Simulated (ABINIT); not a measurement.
Planning a run of ABINIT 10.8.3 on SnSe2 (P-3m1). The input:

```
acell 3*1.0 Angstrom
rprim 
  3.810999999987 0.000000000003 0.000000000000
  -1.905499999996 3.300422813810 0.000000000000
  0.000000000000 0.000000000000 6.136000000000
ntypat 2
znucl 50 34
natom 3
typat 1 2 2
xred 
  0.000000000000 0.000000000000 0.000000000000
  0.333333333333 0.666666666667 0.249000000000
  0.666666666667 0.333333333333 0.751000000000
pp_dirpath "pseudos"
pseudos "Sn.upf, Se.upf"
ecut 48
ngkpt 3 3 2
nshiftk 1
shiftk 0 0 0
kptopt 1
chksymbreak 0
iscf -2
irdden 1
istwfk *1
nband 136
nbdbuf 12
tolwfr 1e-09
nstep 60
prtvol 0
indata_prefix "in"
outdata_prefix "out"
tmpdata_prefix "tmp"
```

```sh
OMP_NUM_THREADS=1 mpirun -n 8 abinit run.abi > log
```

**Question.** Estimate wall time and host memory on 8 MPI ranks of Arm Neoverse V1, shared host.

It took 37 s; on shared hardware allow 19 s to 75 s. Peak host memory was 0.76 GiB.

[Long decimals in the printed logs are rounded to 6 places.]

[Logs are printed without paths, hosts, clocks, repeated set-up lines and the standing remarks that a program may print on its own settings, such as how far it seeks lower states.]

[Paths, hosts, dates, memory and timing lines, banners, echoed tables and standing remarks are left out of the program output; an Ansatz launch command may be rebuilt from the run's recorded settings. Measured values are a selection of at most five: reports struck by readers or far from the other reports are left out. None is set beside runs whose start may be inverted or whose files or cutoffs have a known fault.]

[Runs of the session that timed out or met a known fault of the program may be left out.]

[Hosts, paths, dates, database ids (printed as entryN), source tags and the programs' standing remarks are cut or masked in the printed files.]

[G0W0 gaps are taken among the corrected bands and points alone; a level outside them can change the order at an edge.]

[Where Ansatz stands beside ABINIT at settings called matched, ABINIT's density can come from a denser mesh and the files from another edition; pairs whose starting gaps differed by over 0.03 eV were left out, so agreement reads better than it is.]
